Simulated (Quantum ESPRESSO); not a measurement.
# KBr (Fm-3m): how pressure shifts the optical phonon

Aim: the Grüneisen parameter and the pressure coefficient of an optical mode of KBr (Fm-3m).

Main program and level: Quantum ESPRESSO 7.5; DFT LDA, scalar-relativistic, plane waves, PseudoDojo norm-conserving pseudopotentials.

## (1) The relaxed structure

It takes space group Fm-3m (No. 225, cubic). The conventional cell has a = 6.370 Å, b = 6.370 Å, c = 6.370 Å, α = 90.00°, β = 90.00°, γ = 90.00°. Nearest to K lie 6 Br at 3.18 Å. Nearest to Br lie 6 K at 3.18 Å. Farther neighbours and most contacts between anions are not listed.

As a file:

```xyz
2
Lattice="-3.1850 0.0000 3.1850 0.0000 3.1850 3.1850 -3.1850 3.1850 0.0000" Properties=species:S:1:pos:R:3 pbc="T T T"
K     0.0000    0.0000    0.0000
Br   -3.1850    3.1850    3.1850
```

This is the cell after its relaxation at this level of theory, not the database cell from which that began.

## (2) Runs at several volumes

The relaxed cell is scaled uniformly; in this structure symmetry fixes all atoms, so nothing has to be relaxed anew. Each volume gets a ground state and a response at Γ. The mode followed is the highest one without the macroscopic field, of symmetry T1u; longitudinal polar modes lie higher. Cutoff 79 Ry, k mesh 8×8×8.

From the response at V/V₀ = 0.94:

Output:

```text
[banners, grids, parts of the stress and lines that vanish by symmetry left out]
Program PHONON v.7.5
     Reading xml data from directory:

[...]
Exchange-correlation= PW
                           (   1   4   0   0   0   0   0)
[...]
kinetic-energy cut-off    =      79.0000  Ry
     charge density cut-off    =     316.0000  Ry
     convergence threshold     =      1.0E-18
[...]
Exchange-correlation= PW
                           (   1   4   0   0   0   0   0)
[...]
q = (   0.0000000   0.0000000   0.0000000 )
     49 Sym.Ops. (with q -> -q+G )
     G cutoff =  556.4800  (  38949 G-vectors)     FFT grid: ( 48, 48, 48)
     number of k points=    29
[...]
Mode symmetry, O_h (m-3m)  point group:
[...]
Dielectric constant
[...]
End of electric fields calculation
          Dielectric constant in cartesian axis
          (       2.848181368      -0.000000000      -0.000000000 )
          (      -0.000000000       2.848181368       0.000000000 )
          (      -0.000000000       0.000000000       2.848181368 )
          Effective charges (d Force / dE) in cartesian axis without acoustic sum rule applied (asr)
           atom    1  K     Mean Z*:        1.08746
      Ex  (        1.08746       -0.00000       -0.00000 )
      Ey  (       -0.00000        1.08746        0.00000 )
      Ez  (       -0.00000        0.00000        1.08746 )
           atom    2  Br    Mean Z*:       -1.08840
      Ex  (       -1.08840        0.00000       -0.00000 )
      Ey  (        0.00000       -1.08840       -0.00000 )
      Ez  (       -0.00000       -0.00000       -1.08840 )
          Effective charges Sum: Mean:       -0.00094
[...]
Effective charges (d Force / dE) in cartesian axis with asr applied:
           atom    1  K     Mean Z*:        1.08793
[...]
atom    2  Br    Mean Z*:       -1.08793
[...]
Representation #   1 modes #   1   2   3
[...]
End of self-consistent calculation
     Convergence has been achieved
     Representation #   2 modes #   4   5   6
[...]
End of self-consistent calculation
     Convergence has been achieved
[...]
Dielectric constant in cartesian axis
          (       2.848181368      -0.000000000      -0.000000000 )
          (      -0.000000000       2.848181368       0.000000000 )
          (      -0.000000000       0.000000000       2.848181368 )
          Effective charges (d Force / dE) in cartesian axis without acoustic sum rule applied (asr)
           atom    1  K     Mean Z*:        1.08746
      Ex  (        1.08746       -0.00000       -0.00000 )
      Ey  (       -0.00000        1.08746        0.00000 )
      Ez  (       -0.00000        0.00000        1.08746 )
           atom    2  Br    Mean Z*:       -1.08840
      Ex  (       -1.08840        0.00000       -0.00000 )
      Ey  (        0.00000       -1.08840       -0.00000 )
      Ez  (       -0.00000       -0.00000       -1.08840 )
          Effective charges Sum: Mean:       -0.00094
[...]
Effective charges (d Force / dE) in cartesian axis with asr applied:
           atom    1  K     Mean Z*:        1.08793
[...]
atom    2  Br    Mean Z*:       -1.08793
[...]
q = (    0.000000000   0.000000000   0.000000000 )
[...]
freq (    1) =       0.001431 [THz] =       0.047746 [cm-1]
     freq (    2) =       0.001431 [THz] =       0.047746 [cm-1]
     freq (    3) =       0.001431 [THz] =       0.047746 [cm-1]
     freq (    4) =       4.458958 [THz] =     148.734840 [cm-1]
     freq (    5) =       4.458958 [THz] =     148.734840 [cm-1]
     freq (    6) =       4.458958 [THz] =     148.734840 [cm-1]
[...]
Mode symmetry, O_h (m-3m)  point group:
     freq (   1-   3) =          0.0  [cm-1]   --> T_1u G_15  G_4- I
     freq (   4-   6) =        148.7  [cm-1]   --> T_1u G_15  G_4- I

   JOB DONE.
```

One volume, V/V₀ = 1.03, is held back as a test.

```csv
V/V₀,volume (Å³/atom),pressure (GPa),ω (cm⁻¹)
0.94,30.370,1.47,148.73
0.97,31.339,0.67,139.17
1,32.308,0.00,130.05
1.03,33.278,-0.56,held back
1.06,34.247,-1.02,113.08
```

## (3) The fit

The mode Grüneisen parameter is γ = −d ln ω / d ln V.

| ln(V/V₀) | ln ω |
| --- | --- |
| -0.0619 | 5.0021 |
| -0.0305 | 4.9357 |
| 0.0000 | 4.8679 |
| 0.0583 | 4.7281 |

A straight line through these points has the slope -2.288, so γ = 2.29; at V/V₀ = 1.03 it predicts ω = exp(4.8640 − 0.0676) = 121.07 cm⁻¹.

A parabola of pressure against ln V through V/V₀ = 0.97, 1 and 1.03 gives the bulk modulus B = −dP/d ln V = 20.3 GPa at V₀. With ω₀ from the fitted line the pressure coefficient follows as dω/dP = γ ω₀ / B = 2.29 × 129.5 / 20.3 = 14.6 cm⁻¹/GPa.

## (4) The run that was held back

Output:

```text
[banners, grids, parts of the stress and lines that vanish by symmetry left out]
[banner, memory and clock lines left out]
Program PHONON v.7.5

[...]
Exchange-correlation= PW
                           (   1   4   0   0   0   0   0)
[...]
kinetic-energy cut-off    =      79.0000  Ry
     charge density cut-off    =     316.0000  Ry
     convergence threshold     =      1.0E-18
[...]
Exchange-correlation= PW
                           (   1   4   0   0   0   0   0)
[...]
q = (   0.0000000   0.0000000   0.0000000 )
     49 Sym.Ops. (with q -> -q+G )
     G cutoff =  591.4561  (  42615 G-vectors)     FFT grid: ( 50, 50, 50)
     number of k points=    29
[...]
Mode symmetry, O_h (m-3m)  point group:
[...]
Dielectric constant
[...]
End of electric fields calculation
          Dielectric constant in cartesian axis
          (       2.723589796       0.000000000      -0.000000000 )
          (       0.000000000       2.723589796       0.000000000 )
          (      -0.000000000       0.000000000       2.723589796 )
          Effective charges (d Force / dE) in cartesian axis without acoustic sum rule applied (asr)
           atom    1  K     Mean Z*:        1.10880
      Ex  (        1.10880        0.00000       -0.00000 )
      Ey  (        0.00000        1.10880        0.00000 )
      Ez  (       -0.00000        0.00000        1.10880 )
           atom    2  Br    Mean Z*:       -1.10971
      Ex  (       -1.10971        0.00000        0.00000 )
      Ey  (        0.00000       -1.10971       -0.00000 )
      Ez  (        0.00000       -0.00000       -1.10971 )
[...]
Representation #   1 modes #   1   2   3
[...]
End of self-consistent calculation
     Convergence has been achieved
     Representation #   2 modes #   4   5   6
[...]
End of self-consistent calculation
     Convergence has been achieved
[...]
Dielectric constant in cartesian axis
          (       2.723589796       0.000000000      -0.000000000 )
          (       0.000000000       2.723589796       0.000000000 )
          (      -0.000000000       0.000000000       2.723589796 )
          Effective charges (d Force / dE) in cartesian axis without acoustic sum rule applied (asr)
           atom    1  K     Mean Z*:        1.10880
      Ex  (        1.10880        0.00000       -0.00000 )
      Ey  (        0.00000        1.10880        0.00000 )
      Ez  (       -0.00000        0.00000        1.10880 )
           atom    2  Br    Mean Z*:       -1.10971
      Ex  (       -1.10971        0.00000        0.00000 )
      Ey  (        0.00000       -1.10971       -0.00000 )
      Ez  (        0.00000       -0.00000       -1.10971 )
          Effective charges Sum: Mean:       -0.00091
[...]
Effective charges (d Force / dE) in cartesian axis with asr applied:
           atom    1  K     Mean Z*:        1.10926
[...]
atom    2  Br    Mean Z*:       -1.10926
[...]
q = (    0.000000000   0.000000000   0.000000000 )
[...]
freq (    1) =      -0.018577 [THz] =      -0.619659 [cm-1]
     freq (    2) =      -0.018577 [THz] =      -0.619659 [cm-1]
     freq (    3) =      -0.018577 [THz] =      -0.619659 [cm-1]
     freq (    4) =       3.638787 [THz] =     121.376886 [cm-1]
     freq (    5) =       3.638787 [THz] =     121.376886 [cm-1]
     freq (    6) =       3.638787 [THz] =     121.376886 [cm-1]
[...]
Mode symmetry, O_h (m-3m)  point group:
     freq (   1-   3) =         -0.6  [cm-1]   --> T_1u G_15  G_4- I
     freq (   4-   6) =        121.4  [cm-1]   --> T_1u G_15  G_4- I
```

It gives 121.38 cm⁻¹ against the predicted 121.07 cm⁻¹, a miss of 0.3 cm⁻¹.

## (5) Outcome

```yaml
mode_grueneisen_parameter: 2.288
bulk_modulus: 20.3 GPa
pressure_coefficient: 14.6 cm⁻¹/GPa
```

What this shows: The highest optical mode of KBr (Fm-3m) without the LO-TO term stiffens by 14.6 cm⁻¹ a GPa near the relaxed volume, with γ = 2.29. The power law meets all 5 runs within 0.40 %; between neighbouring volumes γ runs from 2.11 to 2.47. Such a coefficient turns a measured shift of this mode into a hydrostatic stress; uniaxial or biaxial stress splits the mode and needs deformation potentials. These are harmonic values at zero temperature for the structure held cubic, which a run at Γ can't show to be stable; the bulk modulus rests on three points.

[Host names and launcher messages were left out of these logs when they were recorded.]

[Logs are printed without paths, hosts, clocks, repeated set-up lines and the standing remarks that a program may print on its own settings, such as how far it seeks lower states.]

[Hosts, paths, dates, database ids (printed as entryN), source tags and the programs' standing remarks are cut or masked in the printed files.]
